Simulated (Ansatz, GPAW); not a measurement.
**A 9-layer slab of Na(100): work function by functional and basis**

Aim: the work function of both faces of a 9-layer slab of Na(100), and its spread over functionals and bases.

Calculated with GPAW 26.7.0 and Ansatz 0.2.0; Ansatz plane waves; slab in vacuum with a dipole correction, relaxation, in the first sound run; inputs show where later runs differ.

Report form: the programs' logs are mostly left out.

## (1) Starting point

The cell holds 9 atoms: 9 Na. Cell: a = 4.230 Å, b = 4.230 Å, c = 32.920 Å, α = 90.0°, β = 90.0°, γ = 90.0°. Vacuum lies along c.

## (2) Relaxing the atoms

The atoms are relaxed first, since the surface dipole, and with it the work function, follows the positions of the outer layers. The lowest 4 atoms are held at bulk positions and keep their forces.

The input, input.yaml:

```yaml
crystal:
  lattice:
    - [4.23, 0.0, 0.0]
    - [0.0, 4.23, 0.0]
    - [0.0, 0.0, 32.92]
  atoms:
    - { symbol: Na, position: [0.0, 0.0, 0.2430133657] }
    - { symbol: Na, position: [0.5, 0.5, 0.3072600243] }
    - { symbol: Na, position: [0.0, 0.0, 0.3715066829] }
    - { symbol: Na, position: [0.5, 0.5, 0.4357533414] }
    - { symbol: Na, position: [0.0, 0.0, 0.5] }
    - { symbol: Na, position: [0.5, 0.5, 0.5642466586] }
    - { symbol: Na, position: [0.0, 0.0, 0.6284933171] }
    - { symbol: Na, position: [0.5, 0.5, 0.6927399757] }
    - { symbol: Na, position: [0.0, 0.0, 0.7569866343] }
kpoints:
  mp_grid: { grid: [8, 8, 1] }
hamiltonian:
  xc: pbe
scf:
  occupations: { method: fermi_dirac, width: 0.1 }
efield:
  axis: 3
  dipole_correction: true
  ramp_width: 0.05
relax:
  f_tol: 0.02
  max_steps: 60
  constraints: [{ sites: [0, 1, 2, 3] }]
output:
  write_potential: true
  write_density: true
  volumetric_format: npy
```

Command:

```bash
$ ansatz run input.yaml --threads 2 --pin off --max-ram 4096MiB --backend cpu --events-out ev --progress --plain --runs-dir out
```

The job ended after 37 s (2 threads of Intel Xeon at 2.70GHz, shared host; peak memory 0.85 GiB).

No atom moved by 0.005 Å in the relaxation.

Numbers from this step:

```yaml
free_energy: -13377.3257 eV
smearing_term_ts: 0.1472 eV
symmetry_operations: 8
upper_work_function: 2.664 eV
lower_work_function: 2.664 eV
dipole_along_the_normal: 1.89e-7 e·Å
dipole_field: 5.81e-8 V/Å
vacuum_level_above: 2.559 eV
vacuum_level_below: 2.559 eV
```

The electrostatic potential energy of an electron (with the applied field's), less the Fermi level, planar mean oscillates, so the rows of the table below give means over windows of 2.05 Å about each position, cut where the curve ends. Its maxima inside the range that stand out by 2 % of the span (Å: eV): 9.1: 0.851, 11.1: 0.813, 13.3: 0.807, 15.4: 0.821, 17.6: 0.821, 19.6: 0.807, 21.8: 0.813, 23.8: 0.851. Its minima: 8.0: -3.55, 10.1: -3.42, 12.3: -3.39, 14.3: -3.48, 16.5: -3.36, 18.6: -3.48, 20.6: -3.39, 22.8: -3.42, 24.9: -3.55.

Table of electrostatic potential energy of an electron (with the applied field's), less the Fermi level, planar mean by z; means over each step:

z (Å), electrostatic potential energy of an electron (with the applied field's), less the Fermi level, planar mean (eV) and a bar from the least value:
```
     1.02       2.66 ##############################
     3.07       2.66 ##############################
     5.12       2.56 #############################
     7.17       0.01 #######
     9.22      -0.82 
    11.28      -0.82 
    13.32      -0.83 
    15.37      -0.82 
    17.42      -0.82 
    19.47      -0.84 
    21.52      -0.84 
    23.57      -0.84 
    25.62      -0.26 #####
    27.67       2.54 #############################
    29.72       2.66 ##############################
    31.77       2.66 ##############################
```

The valence density, planar mean oscillates, so the rows of the table below give means over windows of 2.05 Å about each position, cut where the curve ends. Its maxima inside the range that stand out by 2 % of the span (Å: e/Å³): 8.0: 0.642, 10.1: 0.652, 12.3: 0.640, 14.3: 0.653, 16.5: 0.634, 18.6: 0.653, 20.6: 0.640, 22.8: 0.652, 24.9: 0.642. Its minima: 9.1: 0.0354, 11.1: 0.0340, 13.3: 0.0340, 15.4: 0.0343, 17.6: 0.0343, 19.6: 0.0340, 21.8: 0.0340, 23.8: 0.0354.

The valence density, planar mean by z; means over each step:

```tsv
z (Å)	valence density, planar mean (e/Å³)
3.07	4.8e-5
5.12	0.00153
7.17	0.179
9.22	0.228
11.28	0.226
13.32	0.225
15.37	0.225
17.42	0.226
19.47	0.228
21.52	0.230
23.57	0.233
25.62	0.203
27.67	0.00184
29.72	6.0e-5
```

The atoms hardly moved: the energy changed by under 0.1 meV.

## (3) The slab's potential

With the geometry fixed, the planar mean of the potential gives the vacuum level on each side.

This step: GPAW, PAW setups; slab in vacuum (GPAW 26.7.0).

The input, run.py:

```python
import json
import numpy as np
from ase import Atoms
from gpaw import GPAW, PW

slab = Atoms(
    ['Na', 'Na', 'Na', 'Na', 'Na', 'Na', 'Na', 'Na', 'Na'],
    positions=[
        [0.00000, 0.00000, 8.00000],
        [2.11500, 2.11500, 10.11500],
        [0.00000, 0.00000, 12.23000],
        [2.11500, 2.11500, 14.34500],
        [0.00000, 0.00000, 16.46000],
        [2.11500, 2.11500, 18.57500],
        [0.00000, 0.00000, 20.69000],
        [2.11500, 2.11500, 22.80500],
        [0.00000, 0.00000, 24.92000]],
    cell=[[4.23, 0.0, 0.0], [0.0, 4.23, 0.0], [0.0, 0.0, 32.92]],
    pbc=[True, True, False])

slab.calc = GPAW(mode=PW(400), xc='PBE', kpts={'size': (8, 8, 1), 'gamma': True},
                 occupations={'name': 'fermi-dirac', 'width': 0.1}, nbands='140%',
                 convergence={'density': 1e-05}, maxiter=200,
                 poissonsolver={'dipolelayer': 'xy'},
                 symmetry={'tolerance': 1e-3}, txt='slab.txt')
result = {}
energy = slab.get_potential_energy()
fermi = slab.calc.get_fermi_level()
v = slab.calc.get_electrostatic_potential().mean((0, 1)) - fermi
n = slab.calc.get_pseudo_density().mean((0, 1))
L = slab.cell[2, 2]
z = np.arange(len(v)) * L / len(v)
low, high = slab.positions[:, 2].min(), slab.positions[:, 2].max()
below, above = np.interp([low - 5.8, high + 5.8], z, v)
slopes = [np.interp(x, z, np.gradient(v, z)) for x in (low - 5.8, high + 5.8)]
eps = np.array([[slab.calc.get_eigenvalues(k, s) for k in range(len(slab.calc.get_ibz_k_points()))]
                for s in range(slab.calc.get_number_of_spins())]) - fermi
top, bottom = eps[eps < 0].max(), eps[eps > 0].min()
dipole = slab.get_dipole_moment()[2]
print(f'energy {energy:.4f} eV, Fermi level {fermi:.4f} eV, dipole {dipole:.5f} e A')
print(f'potential 5.8 A off the faces, from the Fermi level: lower {below:.4f} eV, upper {above:.4f} eV')
print(f'slope of the potential there: lower {slopes[0]:.5f}, upper {slopes[1]:.5f} eV/A')
print(f'nearest levels on the mesh: {top:.4f} and {bottom:.4f} eV')
print('magnetic moment', round(slab.get_magnetic_moment(), 3))
result.update(energy=energy, fermi=fermi, dipole=dipole, below=below, above=above, slopes=slopes, edges=[top, bottom],
              z=z.tolist(), v=v.tolist(), n=n.tolist(), positions=slab.positions.tolist(),
              forces=slab.get_forces(apply_constraint=False).tolist(), moments=slab.get_magnetic_moments().tolist())
json.dump(result, open('result.json', 'w'))
```

Command:

```bash
$ OMP_NUM_THREADS=1 OPENBLAS_NUM_THREADS=1 python run.py
```

Wall time 2.2 min (1 thread); peak memory 0.4 GiB.

Numbers from this step:

```yaml
dipole_along_the_normal: -2.96e-4 e·Å
levels_nearest_the_fermi_level_on_the_mesh: -0.04621, 0.08205 eV from the Fermi level
upper_work_function: 2.663 eV
lower_work_function: 2.663 eV
```

The electrostatic potential energy of an electron (without an applied field's), less the Fermi level, planar mean oscillates, so the rows of the table below give means over windows of 2.06 Å about each position, cut where the curve ends. Its maxima inside the range that stand out by 2 % of the span (Å: eV): 9.2: 0.826, 11.2: 0.812, 13.3: 0.805, 15.4: 0.820, 17.5: 0.820, 19.6: 0.805, 21.7: 0.812, 23.9: 0.845. Its minima: 8.0: -1.76, 10.1: -1.60, 12.2: -1.64, 14.3: -1.64, 16.5: -1.63, 18.6: -1.64, 20.7: -1.64, 22.8: -1.60, 24.9: -1.76.

Electrostatic potential energy of an electron (without an applied field's), less the Fermi level, planar mean against z; means over each step:

z (Å), electrostatic potential energy of an electron (without an applied field's), less the Fermi level, planar mean (eV) and a bar from the least value:
```
     1.03       2.66 ##############################
     3.09       2.66 ##############################
     5.15       2.56 #############################
     7.21       0.44 #######
     9.27      -0.22 
    11.33      -0.21 
    13.39      -0.23 
    15.45      -0.22 
    17.51      -0.22 
    19.57      -0.22 
    21.63      -0.22 
    23.69      -0.22 
    25.75       0.52 ########
    27.81       2.57 #############################
    29.87       2.66 ##############################
    31.93       2.66 ##############################
```

The pseudo valence density, planar mean oscillates, so the rows of the table below give means over windows of 2.06 Å about each position, cut where the curve ends. Its maxima inside the range that stand out by 2 % of the span (Å: e/Å³): 8.0: 0.488, 10.1: 0.490, 12.1: 0.469, 14.4: 0.483, 16.5: 0.494, 18.5: 0.483, 20.8: 0.469, 22.8: 0.490, 24.9: 0.488. Its minima: 9.1: 0.0356, 11.1: 0.0344, 13.4: 0.0350, 15.4: 0.0344, 17.5: 0.0344, 19.5: 0.0350, 21.8: 0.0344, 23.9: 0.0356.

Pseudo valence density, planar mean against z; means over each step:

```tsv
z (Å)	pseudo valence density, planar mean (e/Å³)
1.03	1.1e-6
3.09	5.0e-5
5.15	0.00161
7.21	0.142
9.27	0.180
11.33	0.179
13.39	0.178
15.45	0.178
17.51	0.178
19.57	0.178
21.63	0.178
23.69	0.180
25.75	0.135
27.81	0.00152
29.87	4.7e-5
```

The potential is flat to 5.4e-4 eV/Å where it is read, so the vacuum is wide enough. The geometry is the other program's minimum; here the largest force on a free atom is 0.011 eV/Å.

## (4) Self-consistent run: xc = "vdW-DF2"

The same geometry under vdW-DF2, to see how far the functional moves the levels against the vacuum (the van der Waals functionals take revPBE setups).

Edit run.py of step 3 so:

```diff
@@ -20,3 +20,3 @@
 
-slab.calc = GPAW(mode=PW(400), xc='PBE', kpts={'size': (8, 8, 1), 'gamma': True},
+slab.calc = GPAW(mode=PW(400), xc='vdW-DF2', kpts={'size': (8, 8, 1), 'gamma': True},
                  occupations={'name': 'fermi-dirac', 'width': 0.1}, nbands='140%',
```

Elapsed: 3.2 min, on 1 thread; peak memory 0.71 GiB.

This step gave:

| Item | Value |
| --- | --- |
| dipole along the normal | -2.94e-4 e·Å |
| levels nearest the Fermi level on the mesh | -0.05241, 0.07669 eV from the Fermi level |
| upper work function | 2.915 eV |
| lower work function | 2.915 eV |

The electrostatic potential energy of an electron (without an applied field's), less the Fermi level, planar mean oscillates, so the rows of the table below give means over windows of 2.06 Å about each position, cut where the curve ends. Its maxima inside the range that stand out by 2 % of the span (Å: eV): 9.2: 0.921, 11.2: 0.893, 13.3: 0.898, 15.4: 0.911, 17.5: 0.911, 19.6: 0.898, 21.7: 0.893, 23.9: 0.945. Its minima: 8.0: -1.62, 10.1: -1.53, 12.2: -1.54, 14.3: -1.55, 16.5: -1.54, 18.6: -1.55, 20.7: -1.54, 22.8: -1.53, 24.9: -1.62.

Table of electrostatic potential energy of an electron (without an applied field's), less the Fermi level, planar mean by z; means over each step:

```tsv
z (Å)	electrostatic potential energy of an electron (without an applied field's), less the Fermi level, planar mean (eV)
1.03	2.92
3.09	2.91
5.15	2.78
7.21	0.604
9.27	-0.119
11.33	-0.128
13.39	-0.137
15.45	-0.123
17.51	-0.123
19.57	-0.129
21.63	-0.132
23.69	-0.118
25.75	0.677
27.81	2.79
29.87	2.91
31.93	2.92
```

The pseudo valence density, planar mean oscillates, so the rows of the table below give means over windows of 2.06 Å about each position, cut where the curve ends. Its maxima inside the range that stand out by 2 % of the span (Å: e/Å³): 8.0: 0.489, 10.1: 0.490, 12.1: 0.469, 14.4: 0.483, 16.5: 0.494, 18.5: 0.483, 20.8: 0.469, 22.8: 0.490, 24.9: 0.489. Its minima: 9.1: 0.0355, 11.1: 0.0343, 13.4: 0.0349, 15.4: 0.0344, 17.5: 0.0344, 19.5: 0.0349, 21.8: 0.0343, 23.9: 0.0355.

Pseudo valence density, planar mean against z; means over each step:

z (Å), pseudo valence density, planar mean (e/Å³) and a bar:
```
     1.03      0.000 
     3.09      0.000 
     5.15      0.002 
     7.21      0.142 ########################
     9.27      0.180 ##############################
    11.33      0.179 ##############################
    13.39      0.178 ##############################
    15.45      0.178 ##############################
    17.51      0.178 ##############################
    19.57      0.178 ##############################
    21.63      0.178 ##############################
    23.69      0.180 ##############################
    25.75      0.135 ######################
    27.81      0.002 
    29.87      0.000 
    31.93      0.000
```

The upper face's work function is 2.915 eV, against 2.663 eV in the first plane-wave PBE run at this geometry.

## (5) OptPBE vdW: xc = "optPBE-vdW"

The same geometry under optPBE-vdW, to see how far the functional moves the levels against the vacuum (the van der Waals functionals take revPBE setups).

Edit run.py of step 4 so:

```diff
@@ -20,3 +20,3 @@
 
-slab.calc = GPAW(mode=PW(400), xc='vdW-DF2', kpts={'size': (8, 8, 1), 'gamma': True},
+slab.calc = GPAW(mode=PW(400), xc='optPBE-vdW', kpts={'size': (8, 8, 1), 'gamma': True},
                  occupations={'name': 'fermi-dirac', 'width': 0.1}, nbands='140%',
```

Run time: 3 min. Hardware: 1 thread; peak memory 0.71 GiB.

Numbers from this step:

```yaml
levels_nearest_the_fermi_level_on_the_mesh: -0.04791, 0.08037 eV from the Fermi level
upper_work_function: 2.793 eV
lower_work_function: 2.793 eV
```

The upper face's work function is 2.793 eV, against 2.663 eV in the first plane-wave PBE run at this geometry.

## (6) Self-consistent run: xc = "LDA"

The same geometry under LDA, to see how far the functional moves the levels against the vacuum.

Edit run.py of step 5 so:

```diff
@@ -20,3 +20,3 @@
 
-slab.calc = GPAW(mode=PW(400), xc='optPBE-vdW', kpts={'size': (8, 8, 1), 'gamma': True},
+slab.calc = GPAW(mode=PW(400), xc='LDA', kpts={'size': (8, 8, 1), 'gamma': True},
                  occupations={'name': 'fermi-dirac', 'width': 0.1}, nbands='140%',
```

The job ended after 2 min (1 thread; peak memory 0.41 GiB).

Numbers from this step:

| Quantity | Value |
| --- | --- |
| dipole along the normal | -3.04e-4 e·Å |
| levels nearest the Fermi level on the mesh | -0.04581, 0.08261 eV from the Fermi level |
| upper work function | 2.776 eV |
| lower work function | 2.776 eV |

The electrostatic potential energy of an electron (without an applied field's), less the Fermi level, planar mean oscillates, so the rows of the table below give means over windows of 2.06 Å about each position, cut where the curve ends. Its maxima inside the range that stand out by 2 % of the span (Å: eV): 9.2: 1.01, 11.2: 0.995, 13.3: 0.989, 15.4: 1.00, 17.5: 1.00, 19.6: 0.989, 21.7: 0.995, 23.9: 1.03. Its minima: 8.0: -1.62, 10.1: -1.44, 12.2: -1.48, 14.3: -1.48, 16.5: -1.47, 18.6: -1.48, 20.7: -1.48, 22.8: -1.44, 24.9: -1.62.

Electrostatic potential energy of an electron (without an applied field's), less the Fermi level, planar mean against z; means over each step:

z (Å), electrostatic potential energy of an electron (without an applied field's), less the Fermi level, planar mean (eV) and a bar from the least value:
```
     1.03       2.78 ##############################
     3.09       2.77 ##############################
     5.15       2.67 #############################
     7.21       0.57 #######
     9.27      -0.04 
    11.33      -0.04 
    13.39      -0.05 
    15.45      -0.04 
    17.51      -0.04 
    19.57      -0.05 
    21.63      -0.04 
    23.69      -0.04 
    25.75       0.64 #######
    27.81       2.68 #############################
    29.87       2.77 ##############################
    31.93       2.78 ##############################
```

The upper face's work function is 2.776 eV, against 2.663 eV in the first plane-wave PBE run at this geometry.

## (7) Self-consistent run: xc = "RPBE"

The same geometry under RPBE, to see how far the functional moves the levels against the vacuum.

Edit run.py of step 6 so:

```diff
@@ -20,3 +20,3 @@
 
-slab.calc = GPAW(mode=PW(400), xc='LDA', kpts={'size': (8, 8, 1), 'gamma': True},
+slab.calc = GPAW(mode=PW(400), xc='RPBE', kpts={'size': (8, 8, 1), 'gamma': True},
                  occupations={'name': 'fermi-dirac', 'width': 0.1}, nbands='140%',
```

It took 2 min on 1 thread; peak memory 0.41 GiB.

This step gave:

| Item | Value |
| --- | --- |
| dipole along the normal | -2.93e-4 e·Å |
| levels nearest the Fermi level on the mesh | -0.04654, 0.08145 eV from the Fermi level |
| upper work function | 2.596 eV |
| lower work function | 2.596 eV |

The upper face's work function is 2.596 eV, against 2.663 eV in the first plane-wave PBE run at this geometry.

## (8) Self-consistent run: xc = "revPBE"

The same geometry under revPBE, to see how far the functional moves the levels against the vacuum.

Edit run.py of step 7 so:

```diff
@@ -20,3 +20,3 @@
 
-slab.calc = GPAW(mode=PW(400), xc='RPBE', kpts={'size': (8, 8, 1), 'gamma': True},
+slab.calc = GPAW(mode=PW(400), xc='revPBE', kpts={'size': (8, 8, 1), 'gamma': True},
                  occupations={'name': 'fermi-dirac', 'width': 0.1}, nbands='140%',
```

Wall time 2.2 min (1 thread); peak memory 0.4 GiB.

This step gave:

```
dipole along the normal                    : -2.94e-4 e·Å
levels nearest the Fermi level on the mesh : -0.04615, 0.08178 eV from the Fermi level
upper work function                        : 2.586 eV
lower work function                        : 2.586 eV
```

The electrostatic potential energy of an electron (without an applied field's), less the Fermi level, planar mean oscillates, so the rows of the table below give means over windows of 2.06 Å about each position, cut where the curve ends. Its maxima inside the range that stand out by 2 % of the span (Å: eV): 9.2: 0.716, 11.2: 0.703, 13.3: 0.695, 15.4: 0.710, 17.5: 0.710, 19.6: 0.695, 21.7: 0.703, 23.9: 0.736. Its minima: 8.0: -1.85, 10.1: -1.70, 12.2: -1.74, 14.3: -1.74, 16.5: -1.73, 18.6: -1.74, 20.7: -1.74, 22.8: -1.70, 24.9: -1.85.

Electrostatic potential energy of an electron (without an applied field's), less the Fermi level, planar mean against z; means over each step:

```tsv
z (Å)	electrostatic potential energy of an electron (without an applied field's), less the Fermi level, planar mean (eV)
1.03	2.59
3.09	2.58
5.15	2.48
7.21	0.360
9.27	-0.319
11.33	-0.315
13.39	-0.335
15.45	-0.320
17.51	-0.320
19.57	-0.327
21.63	-0.319
23.69	-0.319
25.75	0.433
27.81	2.49
29.87	2.58
31.93	2.59
```

The upper face's work function is 2.586 eV, against 2.663 eV in the first plane-wave PBE run at this geometry.

## (9) Real-space grid: mode = "fd"

A real-space grid is a second complete basis, so it checks the plane-wave result.

Edit run.py of step 8 so:

```diff
@@ -3,3 +3,3 @@
 from ase import Atoms
-from gpaw import GPAW, PW
+from gpaw import GPAW
 
@@ -20,3 +20,3 @@
 
-slab.calc = GPAW(mode=PW(400), xc='revPBE', kpts={'size': (8, 8, 1), 'gamma': True},
+slab.calc = GPAW(mode='fd', h=0.18, xc='PBE', kpts={'size': (8, 8, 1), 'gamma': True},
                  occupations={'name': 'fermi-dirac', 'width': 0.1}, nbands='140%',
```

The job ended after 14 min (1 thread; peak memory 2 GiB).

Numbers from this step:

```yaml
dipole_along_the_normal: 1.06e-11 e·Å
levels_nearest_the_fermi_level_on_the_mesh: -0.04621, 0.08206 eV from the Fermi level
upper_work_function: 2.662 eV
lower_work_function: 2.662 eV
```

The electrostatic potential energy of an electron (without an applied field's), less the Fermi level, planar mean oscillates, so the rows of the table below give means over windows of 2.15 Å about each position, cut where the curve ends. Its maxima inside the range that stand out by 2 % of the span (Å: eV): 9.0: 0.842, 11.2: 0.817, 13.3: 0.800, 15.4: 0.821, 17.5: 0.821, 19.7: 0.800, 21.7: 0.817, 23.8: 0.839. Its minima: 8.1: -1.74, 10.1: -1.61, 12.3: -1.63, 14.3: -1.65, 16.5: -1.63, 18.5: -1.63, 20.7: -1.63, 22.8: -1.61, 25.0: -1.76.

Electrostatic potential energy of an electron (without an applied field's), less the Fermi level, planar mean against z; means over each step:

```tsv
z (Å)	electrostatic potential energy of an electron (without an applied field's), less the Fermi level, planar mean (eV)
1.07	2.66
3.22	2.66
5.37	2.50
7.52	0.0553
9.67	-0.217
11.82	-0.242
13.97	-0.255
16.12	-0.228
18.27	-0.251
20.42	-0.238
22.57	-0.216
24.72	-0.253
26.87	2.19
29.02	2.65
31.17	2.66
```

The upper face's work function is 2.662 eV, against 2.663 eV in the first plane-wave PBE run at this geometry.

## (10) All levels side by side

Times are for 1 thread of Intel Xeon at 2.70GHz, shared host. The runs compared:

```tsv
no.	run	upper work function (eV)	time	memory (GiB)
1	pw	2.663	2.2 min	0.4
2	vdW DF2	2.915	3.2 min	0.71
3	optPBE vdW	2.793	3 min	0.71
4	LDA	2.776	2 min	0.41
5	RPBE	2.596	2 min	0.41
6	revPBE	2.586	2.2 min	0.4
7	fd	2.662	14 min	2.0
```

(Part 1 of 2 ends here.)

[Logs are printed without paths, hosts, clocks, repeated set-up lines and the standing remarks that a program may print on its own settings, such as how far it seeks lower states.]

[Hosts, paths, dates, database ids (printed as entryN), source tags and the programs' standing remarks are cut or masked in the printed files.]
